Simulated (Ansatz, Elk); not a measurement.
# Sr2CuS2Br2: X-ray structure factors from the self-consistent density

Structure refinements treat a crystal as free atoms side by side. For a made-up structure of Sr2CuS2Br2 (cell and positions from a PBEsol relaxation) the runs below show what the calculated density changes in F(hkl).

Method: DFT, PBE, all-electron APW+lo, Dirac cores, scalar-relativistic bands, static density, no spin, in Elk 11.2.3 (patched build).

The structure was built from a prototype and need not be the compound's stable phase.

**1. The structure**

It takes space group I4/mmm (No. 139, tetragonal). The conventional cell has a = 4.537 Å, b = 4.537 Å, c = 16.451 Å, α = 90.00°, β = 90.00°, γ = 90.00°. Nearest to Sr lie 4 S at 3.01 Å and 5 Br at 3.15 to 3.39 Å. Br has 1 Cu at 3.09 Å and 5 Sr at 3.15 to 3.39 Å nearest. Nearest to Cu lie 4 S at 2.27 Å and 2 Br at 3.09 Å. S has 2 Cu at 2.27 Å and 4 Sr at 3.01 Å nearest. Farther neighbours and most contacts between anions are not listed.

**2. Ground state and structure factors**

An all-electron density is needed, since X-rays see the cores too. Task 0 finds the density and task 195 Fourier-transforms it; tshift is off so that phases refer to the origin typed.

The input, elk.in:

```
tasks
  0
  195

xctype
  20

spinpol
  .false.

rgkmax
  7.0

gmaxvr
  14.0

lmaxo
  7

lmaxapw
  8

swidth
  0.002

tshift
  .false.

ramdisk
  .false.

hmaxvr
  5.5

maxscl
  120

epspot
  1e-06

sppath
  './'

avec
  -4.28671651982 4.28671651982 15.54401674958
  4.28671651982 -4.28671651982 15.54401674958
  4.28671651982 4.28671651982 -15.54401674958

atoms
  4
  'Sr.in'
  2
  0.6205435832 0.6205435832 -0.0000000000   0.000000 0.000000 0.000000
  0.3794564168 0.3794564168 -0.0000000000   0.000000 0.000000 0.000000
  'Br.in'
  2
  0.8123220450 0.8123220450 0.0000000000   0.000000 0.000000 0.000000
  0.1876779550 0.1876779550 0.0000000000   0.000000 0.000000 0.000000
  'Cu.in'
  1
  -0.0000000000 0.0000000000 0.0000000000   0.000000 0.000000 0.000000
  'S.in'
  2
  -0.0000000000 0.5000000000 0.5000000000   0.000000 0.000000 0.000000
  0.5000000000 0.0000000000 0.5000000000   0.000000 0.000000 0.000000

ngridk
  7 7 7
```

Started as:

```sh
$ OMP_NUM_THREADS=4 elk
```

Numbers of over 12 decimals in the logs are rounded to 6 here.

Log:

```text
┌─────────────────────────┐
│ Elk code version 11.2.3 │
└─────────────────────────┘

All units are atomic (Hartree, Bohr, etc.)

┌─────────────────────────────────────────────────┐
│ Ground-state run starting from atomic densities │
└─────────────────────────────────────────────────┘

Lattice vectors :
  -4.286716520       4.286716520       15.54401675
   4.286716520      -4.286716520       15.54401675
   4.286716520       4.286716520      -15.54401675

Reciprocal lattice vectors :
 -0.2532954270E-16  0.7328669015      0.2021094486
  0.7328669015     -0.2532954270E-16  0.2021094486
  0.7328669015      0.7328669015     -0.6426006450E-17

Unit cell volume      :    1142.543585
Brillouin zone volume :   0.2171035020

Muffin-tin inner radius fraction :   0.1000000000E-01

Nuclei treated as point charges

Species : 1 (Sr)
 parameters loaded from : Sr.in
 name : strontium
 nuclear charge    :   -38.00000000
 electronic charge :    38.00000000
 atomic mass :    159721.4892
 muffin-tin radius :    2.600000000
 number of radial points in muffin-tin :   1193
 inner part over the whole radius :   0.9909106339E-02
 number on inner part of muffin-tin    :    847
 approximate nuclear radius :   0.8067967193E-04
 number of mesh points to nuclear radius :    415
 atomic positions (lattice), magnetic fields (Cartesian) :
  1 :  -0.37945642 -0.37945642  0.00000000    0.00000000  0.00000000  0.00000000
  2 :   0.37945642  0.37945642  0.00000000    0.00000000  0.00000000  0.00000000

Species : 2 (Br)
 parameters loaded from : Br.in
 name : bromine
 nuclear charge    :   -35.00000000
 electronic charge :    35.00000000
 atomic mass :    145656.0816
 muffin-tin radius :    2.400000000
 number of radial points in muffin-tin :    993
 inner part over the whole radius :   0.9934012010E-02
 number on inner part of muffin-tin    :    703
 approximate nuclear radius :   0.7858070945E-04
 number of mesh points to nuclear radius :    344
 atomic positions (lattice), magnetic fields (Cartesian) :
  1 :  -0.18767795 -0.18767795  0.00000000    0.00000000  0.00000000  0.00000000
  2 :   0.18767796  0.18767796  0.00000000    0.00000000  0.00000000  0.00000000

Species : 3 (Cu)
 parameters loaded from : Cu.in
 name : copper
 nuclear charge    :   -29.00000000
 electronic charge :    29.00000000
 atomic mass :    115837.2717
 muffin-tin radius :    2.210460793
 number of radial points in muffin-tin :    993
 inner part over the whole radius :   0.9977443612E-02
 number on inner part of muffin-tin    :    700
 approximate nuclear radius :   0.7406004541E-04
 number of mesh points to nuclear radius :    338
 atomic positions (lattice), magnetic fields (Cartesian) :
  1 :   0.00000000  0.00000000  0.00000000    0.00000000  0.00000000  0.00000000

Species : 4 (S)
 parameters loaded from : S.in
 name : sulphur
 nuclear charge    :   -16.00000000
 electronic charge :    16.00000000
 atomic mass :    58450.91931
 muffin-tin radius :    2.026255727
 number of radial points in muffin-tin :    793
 inner part over the whole radius :   0.9946248782E-02
 number on inner part of muffin-tin    :    553
 approximate nuclear radius :   0.6195814986E-04
 number of mesh points to nuclear radius :    252
 atomic positions (lattice), magnetic fields (Cartesian) :
  1 :   0.00000000  0.50000000  0.50000000    0.00000000  0.00000000  0.00000000
  2 :   0.50000000  0.00000000  0.50000000    0.00000000  0.00000000  0.00000000

Total number of atoms per unit cell :    7
Total muffin-tin volume :    377.9924910
 ratio of muffin-tin to unit cell volume :   0.3308341984

Spin treatment :
 spin-unpolarised

Number of Bravais lattice symmetries :   16
Number of crystal symmetries         :   16
Crystal has inversion symmetry
Real symmetric eigensolver will be used

k-point grid :      7     7     7
k-point offset :    0.000000000       0.000000000       0.000000000
k-point set is reduced with full crystal symmetry group
Total number of k-points :       40

[...]
Density of states at Fermi energy :    58.71623298
 (states/Hartree/unit cell)

Estimated indirect band gap :   0.5078791978E-02
 from k-point 34 to k-point 22
Estimated direct band gap   :   0.1693374052E-01
 at k-point 22

Charges :
 core                        :    124.0000000
 valence                     :    83.00000000
 interstitial                :    12.41725511
 muffin-tins (core leakage)
  species : 1 (Sr)
[...]
species : 2 (Br)
[...]
species : 3 (Cu)
[...]
species : 4 (S)
[...]
total in muffin-tins        :    194.5827449
 total calculated charge     :    206.9985551
 total charge                :    207.0000000
 error                       :   0.1444875656E-02

RMS change in Kohn-Sham potential (target) :   0.3742551165     (  0.1000000000E-05)
Absolute change in total energy (target)   :   0.5848319268     (  0.1000000000E-03)

[... loops 3 to 15 left out ...]

┌──────────────────┐
│ Loop number : 16 │
└──────────────────┘

Energies :
 Fermi                       :     0.182742
 sum of occupied eigenvalues :     -8165.6545797289
 electron kinetic            :      14381.572282321
 core electron kinetic       :      13602.237241033
 Coulomb                     :     -27894.135049860
 Coulomb potential           :     -21878.293889022
 nuclear-nuclear             :     -1666.6059661978
 electron-nuclear            :     -30607.051542807
 Hartree                     :      4379.5224591447
 Madelung                    :     -16954.988105349
 xc potential                :     -668.93297302839
 exchange                    :     -504.32236107053
 correlation                 :     -9.899931
 electron entropic           :    -0.96282000601686E-03
 total energy                :     -14026.786022649

Density of states at Fermi energy :    79.88920423
 (states/Hartree/unit cell)

Estimated indirect band gap :   0.3669944707E-02
 from k-point 25 to k-point 9
Estimated direct band gap   :   0.3550873080E-01
 at k-point 15

Charges :
 core                        :    124.0000000
 valence                     :    83.00000000
 interstitial                :    12.09545248
 muffin-tins (core leakage)
  species : 1 (Sr)
[...]
species : 2 (Br)
[...]
species : 3 (Cu)
[...]
species : 4 (S)
[...]
total in muffin-tins        :    194.9045475
 total calculated charge     :    206.9986166
 total charge                :    207.0000000
 error                       :   0.1383400135E-02

RMS change in Kohn-Sham potential (target) :   0.4083824071E-06 (  0.1000000000E-05)
Absolute change in total energy (target)   :   0.1736870217E-04 (  0.1000000000E-03)

Convergence targets achieved

┌──────────────────┐
│ Loop number : 17 │
└──────────────────┘

Energies :
 Fermi                       :     0.182741
 sum of occupied eigenvalues :     -8165.6545970390
 electron kinetic            :      14381.572263511
 core electron kinetic       :      13602.237229131
 Coulomb                     :     -27894.135047173
 Coulomb potential           :     -21878.293889919
 nuclear-nuclear             :     -1666.6059661978
 electron-nuclear            :     -30607.051536493
 Hartree                     :      4379.5224555176
 Madelung                    :     -16954.988102213
 xc potential                :     -668.93297063082
 exchange                    :     -504.32236081272
 correlation                 :     -9.899931
 electron entropic           :    -0.96281892183443E-03
 total energy                :     -14026.786038529

Density of states at Fermi energy :    79.88908957
 (states/Hartree/unit cell)

Estimated indirect band gap :   0.3669941166E-02
 from k-point 25 to k-point 9
Estimated direct band gap   :   0.3550845384E-01
 at k-point 15

Charges :
 core                        :    124.0000000
 valence                     :    83.00000000
 interstitial                :    12.09545268
 muffin-tins (core leakage)
  species : 1 (Sr)
[...]
species : 2 (Br)
[...]
species : 3 (Cu)
   atom 1                    :    27.84214482     (  0.4572785438E-03)
  species : 4 (S)
   atom 1                    :    14.04336908     (  0.2246821764E-03)
   atom 2                    :    14.04336908     (  0.2246821764E-03)
 total in muffin-tins        :    194.9045473
 total calculated charge     :    206.9986166
 total charge                :    207.0000000
 error                       :   0.1383400331E-02

┌──────────────────────────────┐
│ Self-consistent loop stopped │
└──────────────────────────────┘

Warning : core states of species 3 leak from the muffin-tin :   0.4572785438E-03

Warning : core states of species 4 leak from the muffin-tin :   0.2246821764E-03

Wrote STATE.OUT
```

Elapsed: 1.9 min, on 4 threads of Arm Neoverse V1, shared host; peak memory 0.37 GiB.

SFACRHO.OUT:

```text

h k l indices transformed by vhmat matrix:
   1.000000000       0.000000000       0.000000000    
   0.000000000       1.000000000       0.000000000    
   0.000000000       0.000000000       1.000000000    

      h      k      l  multipl.   |H|            Re(F)            Im(F)           |F|

      0      0      0      1   0.0000000       207.00000      0.19240151E-15   207.00000    
      1      1     -1      2  0.40421890       14.832133     -0.15915469E-13   14.832133    
      0     -1      1      8  0.76022505       1.5125156      0.22852013E-14   1.5125156    
     -2     -2      2      2  0.80843779      -12.691705      0.27081327E-15   12.691705    
     -2     -1      2      8  0.95117189       10.946767      0.45770270E-13   10.946767    
     -1      1      0      4   1.0364303       123.56987     -0.91543255E-15   123.56987    
      0      2     -1      8   1.1124660      -38.167060     -0.23646119E-13   38.167060    
     -3     -3      3      2   1.2126567       77.122148     -0.55204112E-13   77.122148    
     -3     -2      3      8   1.2483187       125.03212     -0.39722910E-13   125.03212    
      1      3     -2      8   1.3144426      -58.801142      0.43742669E-14   58.801142    
      1     -1      1      4   1.4657338       155.79833     -0.11097345E-13   155.79833    
      2      0      0      8   1.5204501       8.6775182     -0.27322834E-13   8.6775182    
     -4     -3      3      8   1.5933164      -30.019122      0.30140396E-13   30.019122    
      3      3     -2      8   1.5952191       28.686306      0.66793884E-13   28.686306    
      4      4     -4      2   1.6168756       44.716412     -0.91804984E-13   44.716412    
     -2      1      1     16   1.6511565      0.52702031     -0.20462273E-13  0.52702031    
     -1     -3      1      8   1.6739018      -13.887614      0.15480279E-13   13.887614    
      0     -3      1     16   1.7473132       10.004496      0.33961498E-13   10.004496
```

Elk indexes on the primitive cell of elk.in and gives |H| = 4π sin θ/λ in inverse bohr. Below, one row stands for each form hkl of the conventional cell (m members, Friedel mates merged), F is for one primitive cell and the density is static (no thermal factor). Free-atom factors are Waasmaier and Kirfel's, and R is Σm||F|−|F'||/Σm|F|.

| hkl | m | sin θ/λ (Å⁻¹) | abs F, DFT | neutral atoms | diff. |
| --- | --- | --- | --- | --- | --- |
| 002 | 2 | 0.061 | 14.832 | 14.635 | +0.197 |
| 101 | 8 | 0.114 | 1.512 | 1.814 | -0.302 |
| 004 | 2 | 0.122 | 12.692 | 12.811 | -0.119 |
| 103 | 8 | 0.143 | 10.947 | 11.363 | -0.416 |
| 110 | 4 | 0.156 | 123.570 | 123.786 | -0.216 |
| 112 | 8 | 0.167 | 38.167 | 37.310 | +0.857 |
| 006 | 2 | 0.182 | 77.122 | 77.199 | -0.077 |
| 105 | 8 | 0.188 | 125.032 | 125.179 | -0.147 |
| 114 | 8 | 0.198 | 58.801 | 58.296 | +0.505 |
| 200 | 4 | 0.220 | 155.798 | 155.926 | -0.128 |
| 202 | 8 | 0.229 | 8.678 | 8.917 | -0.240 |
| 107 | 8 | 0.240 | 30.019 | 29.721 | +0.298 |
| 116 | 8 | 0.240 | 28.686 | 28.922 | -0.236 |
| 008 | 2 | 0.243 | 44.716 | 45.158 | -0.442 |
| 211 | 16 | 0.248 | 0.527 | 0.782 | -0.255 |
| 204 | 8 | 0.252 | 13.888 | 13.611 | +0.276 |
| 213 | 16 | 0.263 | 10.005 | 10.069 | -0.064 |
| 206 | 8 | 0.286 | 63.768 | 64.253 | -0.485 |
| 118 | 8 | 0.289 | 4.659 | 4.657 | +0.002 |
| 215 | 16 | 0.289 | 106.749 | 107.091 | -0.342 |
| 109 | 8 | 0.295 | 43.025 | 42.785 | +0.239 |
| 0 0 10 | 2 | 0.304 | 85.162 | 85.849 | -0.686 |

**3. The highest occupied states alone**

An energy window below the Fermi level keeps the highest occupied states, to see at which angles they scatter; shallow core shells can lie inside it and anion s states outside. No new self-consistency is needed.

elk.in, as its differences from that of step 2:

```diff
@@ -1,3 +1,2 @@
 tasks
-  0
   195
@@ -40,2 +39,5 @@
 
+wsfac
+  -0.368500 0.482740
+
 sppath
```

Started as:

```sh
$ OMP_NUM_THREADS=4 elk
```

Log:

```text
┌─────────────────────────────────┐
│ Elk code version 11.2.3 started │
└─────────────────────────────────┘

Info(readinput): the functional depends on the density's gradient
 muffin-tin radial points multiplied by    2.00000
 (not where nrmtscf is given)

┌────────────────────┐
│ Current task : 195 │
└────────────────────┘
Info(checkmt): changed muffin-tin radius of species 3 (Cu) from   2.4000 to   2.2105
Info(checkmt): changed muffin-tin radius of species 4 (S) from   2.2000 to   2.0263

Info(sfacrho): density structure factors written to SFACRHO.OUT

 Energy window :  -0.3685000000      0.4827400000

┌──────────────────┐
│ Elk code stopped │
└──────────────────┘
```

Wall time 31 s (4 threads); peak memory 0.27 GiB; 37 s of CPU time.

States within 15 eV below the Fermi level hold 40.98 electrons; any levels below the window count with the cores. Their amplitudes can exceed the total, where window and core parts have opposite phase:

```
hkl  sin θ/λ (Å⁻¹)  abs F, window  abs F, all
002          0.061         12.564      14.832
101          0.114         11.882       1.512
004          0.122         16.090      12.692
103          0.143          1.659      10.947
110          0.156          8.660     123.570
112          0.167          1.723      38.167
006          0.182         14.688      77.122
105          0.188         11.210     125.032
114          0.198          3.030      58.801
200          0.220         11.841     155.798
```

**4. Another functional**

The difference from free atoms is small, so it is set against the change that LDA (Perdew-Wang) makes.

elk.in, as its differences from that of step 3:

```diff
@@ -1,2 +1,3 @@
 tasks
+  0
   195
@@ -4,3 +5,3 @@
 xctype
-  20
+  3
 
@@ -39,5 +40,2 @@
 
-wsfac
-  -0.368500 0.482740
-
 sppath
```

Started as:

```sh
$ OMP_NUM_THREADS=4 elk
```

Log:

```text
┌─────────────────────────┐
│ Elk code version 11.2.3 │
└─────────────────────────┘

All units are atomic (Hartree, Bohr, etc.)

┌─────────────────────────────────────────────────┐
│ Ground-state run starting from atomic densities │
└─────────────────────────────────────────────────┘

Lattice vectors :
  -4.286716520       4.286716520       15.54401675
   4.286716520      -4.286716520       15.54401675
   4.286716520       4.286716520      -15.54401675

Reciprocal lattice vectors :
 -0.2532954270E-16  0.7328669015      0.2021094486
[...]
species : 4 (S)
   atom 1                    :    14.01932677     (  0.2207548028E-03)
   atom 2                    :    14.01932677     (  0.2207548028E-03)
 total in muffin-tins        :    194.8324097
 total calculated charge     :    206.9986320
 total charge                :    207.0000000
 error                       :   0.1367951582E-02

┌──────────────────────────────┐
│ Self-consistent loop stopped │
└──────────────────────────────┘

Warning : core states of species 3 leak from the muffin-tin :   0.4771249127E-03

Warning : core states of species 4 leak from the muffin-tin :   0.2207548028E-03

Wrote STATE.OUT
[key lines of the parts left out:]
total energy                :     -14007.975896044
```

The job ended after 76 s (4 threads; peak memory 0.32 GiB).

Against the first run R = 0.06 %; the largest change is -0.078 at 440.

**5. Basis size**

The basis and the expansions that go with it are enlarged, to see whether the differences are converged.

elk.in, as its differences from that of step 4:

```diff
@@ -5,3 +5,3 @@
 xctype
-  3
+  20
 
@@ -11,12 +11,12 @@
 rgkmax
-  7.0
+  8.5
 
 gmaxvr
-  14.0
+  18.0
 
 lmaxo
-  7
+  9
 
 lmaxapw
-  8
+  10
```

Started as:

```sh
$ OMP_NUM_THREADS=4 elk
```

Log:

```text
┌─────────────────────────┐
│ Elk code version 11.2.3 │
└─────────────────────────┘

All units are atomic (Hartree, Bohr, etc.)

┌─────────────────────────────────────────────────┐
│ Ground-state run starting from atomic densities │
└─────────────────────────────────────────────────┘

Lattice vectors :
  -4.286716520       4.286716520       15.54401675
   4.286716520      -4.286716520       15.54401675
   4.286716520       4.286716520      -15.54401675

Reciprocal lattice vectors :
 -0.2532954270E-16  0.7328669015      0.2021094486
[...]
species : 4 (S)
   atom 1                    :    14.05070053     (  0.2249847891E-03)
   atom 2                    :    14.05070053     (  0.2249847891E-03)
 total in muffin-tins        :    194.9387157
 total calculated charge     :    206.9990006
 total charge                :    207.0000000
 error                       :   0.9993673593E-03

┌──────────────────────────────┐
│ Self-consistent loop stopped │
└──────────────────────────────┘

Warning : core states of species 3 leak from the muffin-tin :   0.4575621932E-03

Warning : core states of species 4 leak from the muffin-tin :   0.2249847891E-03

Wrote STATE.OUT
[key lines of the parts left out:]
total energy                :     -14026.809319712
```

Elapsed: 5.2 min, on 4 threads; peak memory 0.79 GiB; 16 min of CPU time.

Against the first run R = 0.01 %; the largest change is -0.018 at 0 0 16.

**6. Settings against the effect**

```
                              run  R against the first run (%)  R against neutral atoms, low angle (%)  wall time
                    PBE, rgkmax 7                         0.00                                    0.68    1.9 min
                LDA (Perdew-Wang)                         0.06                                    0.69       76 s
rgkmax 8.5 with larger expansions                         0.01                                    0.67    5.2 min
```

**7. Results**

```yaml
r_against_neutral_atoms_sin_theta_lambda_0p3_a_minus1: 0.68 %
r_against_neutral_atoms_0p3_to_0p65_a_minus1: 0.28 %
```

What this shows: Independent neutral atoms miss the calculated amplitudes by R = 0.68 % below 0.3 Å⁻¹ and 0.28 % from there to 0.65 Å⁻¹; by shells, 4.12 % below 0.15 Å⁻¹ (4 forms), 0.60 % 0.15 to 0.3 (17 forms), 0.32 % 0.3 to 0.45 (34 forms), 0.26 % above 0.45 (94 forms). Bonding, aspherical density and the tables' own atoms all enter these figures, and the runs don't part them. The largest change of an amplitude is +0.86 electrons, at 112. Weak lines can change much in proportion: 301 goes from 0.28 to 0.01. The window's part falls from 41.0 electrons at the origin to at most 3.05 between 0.45 and 0.65 Å⁻¹, where compact states inside the window still scatter. Below 0.3 Å⁻¹ the changes that finished (LDA (Perdew-Wang) and rgkmax 8.5 with larger expansions) move F by R = 0.05 % at most, against the 0.68 % that separates it from free atoms. The k-mesh has no finished test. These runs have no spin, though d or f shells may be open. The electron count is odd, so without spin the run is a metal by force. Part of the difference isn't bonding: the tables are fits to free atoms and ions calculated by other methods than this functional. Thermal motion, anomalous dispersion and extinction are left out.

[Logs are printed without paths, hosts, clocks, repeated set-up lines and the standing remarks that a program may print on its own settings, such as how far it seeks lower states.]

[Hosts, paths, dates, database ids (printed as entryN), source tags and the programs' standing remarks are cut or masked in the printed files.]
